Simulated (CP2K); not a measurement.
Consider methylsilane at its PBE geometry (Å).

```xyz
8

C    -0.9827   -0.1146    0.0163
Si    0.8794    0.1032   -0.0152
H    -1.4465    0.5743    0.7355
H    -1.2517   -1.1393    0.3076
H    -1.4188    0.0821   -0.9725
H     1.2446    1.4952   -0.4102
H     1.5073   -0.8352   -0.9910
H     1.4685   -0.1658    1.3295
```

Method: CP2K XAS_TDP, all-electron GAPW, PBEh(45%), aug-pc-1, TDA, GW2X-corrected core level, ZORA, spin–orbit coupling.

Q: Where do the Si L₂,₃-edge lines lie, and how strong are they?

Leading lines: Si2 105.00 eV. The leading line of an atom is its first one with 35 % of the strongest within 2.5 eV of its lowest line over the strength cut. Core ionisation energies at this level: Si2 107.48/107.52/108.07 eV; the 2p½ level lies 0.57 eV above the 2p3/2 pair.

The first six lines of each atom with a strength over 0.0003:

```csv
atom,energy (eV),states,"strength, one atom",above the computed threshold
Si2 (bonded to C and 3 H),105.00,1,0.0066,
,105.47,1,0.0007,
,105.50,2,0.0032,
,105.51,4,0.0093,
,105.54,1,0.0008,
,105.57,3,0.0160,
```

Lines are vertical, at one geometry, with no vibrational structure. GW2X ionisation energies and lines can be off by 1 to 2 eV either way, and a good line position may hide errors that cancel. Rydberg lines, and the discretised continuum above threshold, depend on the basis and the box.

[Banner, clock and machine lines of the logs are left out without a mark of their own.]

[Logs are printed without paths, hosts, clocks, repeated set-up lines and the standing remarks that a program may print on its own settings, such as how far it seeks lower states.]

[Hosts, paths, dates, database ids (printed as entryN), source tags and the programs' standing remarks are cut or masked in the printed files.]
